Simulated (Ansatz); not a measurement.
# Binding curve of MoTe2 on Au(111) (50 atoms)

The cell holds 50 atoms: 32 Au, 6 Mo and 12 Te. Its edges and angles: a = 6.149 Å, b = 10.650 Å, c = 28.765 Å, α = 90.0°, β = 90.0°, γ = 90.0°. It derives from Au and Te2Mo. The starting structure: 1 layer(s) of MoTe2 at its own lattice constant on a slab of Au(111) strained in the plane by up to 4.5 % to a common cell of 65 Å^2; gaps of 2.95 Å as starting values, 15 Å of vacuum, lowest layers held; not relaxed, displaced by a Gaussian of 0.01 Å. Lattice constants are starting values near those of PBE. Regions: Au(111), 32 atoms (32 Au); MoTe2, 18 atoms (6 Mo and 12 Te). Vacuum lies along c.

Calculated with Ansatz 0.2.0: Kohn-Sham DFT, PBE+D3(BJ), PAW (set soft_2, large core), plane waves; cutoff 420 eV, k-mesh 3×2×1, fermi-dirac smearing of 0.1 eV. The upper part (MoTe2) is moved rigidly along the normal by z from its relaxed place. Energies are the whole cell less its two frozen parts, over the face of 65.48 Å².

| shift z (Å) | interaction energy (meV/Å²) |
| --- | --- |
| -0.4 | -39.23 |
| -0.2 | -70.01 |
| +0.0 | -76.72 |
| +0.3 | -69.77 |
| +0.6 | -57.78 |
| +1.0 | ? |
| +1.6 | -27.83 |
| +2.4 | -16.08 |
| +3.5 | -8.576 |

**Question.** Fit the universal binding curve to the rows given and interpolate to the withheld row.

**Working.**

The universal binding curve is E(z) = −D (1 + z/l) exp(−z/l), whose curvature at z = 0 is D/l². The depth is D = 76.72 meV/Å². A parabola through the rows at −0.2, 0 and +0.3 Å has the curvature 2 {[E(0.3) − E(0)]/0.3 + [E(−0.2) − E(0)]/0.2} / 0.5 = 227.1 meV/Å⁴, so l = √(D / curvature) = 0.581 Å. At z = 1 Å, z/l = 1.720.

Prediction at +1.0: -37.36 meV/Å². The run gave -43.23 meV/Å², so the fit is high by 5.9 meV/Å² (14 % of the value).

The curve's steepest slope, D/(e l) at z = l, is 7.78 GPa, an estimate of the stress that rigid separation needs. Among the rows given, the largest miss of the fit is at +2.4, by 9.7 meV/Å² (14 % of the range of the table).

Limits: The parts are rigid, and they also feel their periodic images through the vacuum. The curve was made for chemical and metallic bonds; the dispersion term here falls off as a power of distance, which it can't follow. The mesh is coarse for these cells.

[Hosts, paths, dates, database ids (printed as entryN), source tags and the programs' standing remarks are cut or masked in the printed files.]
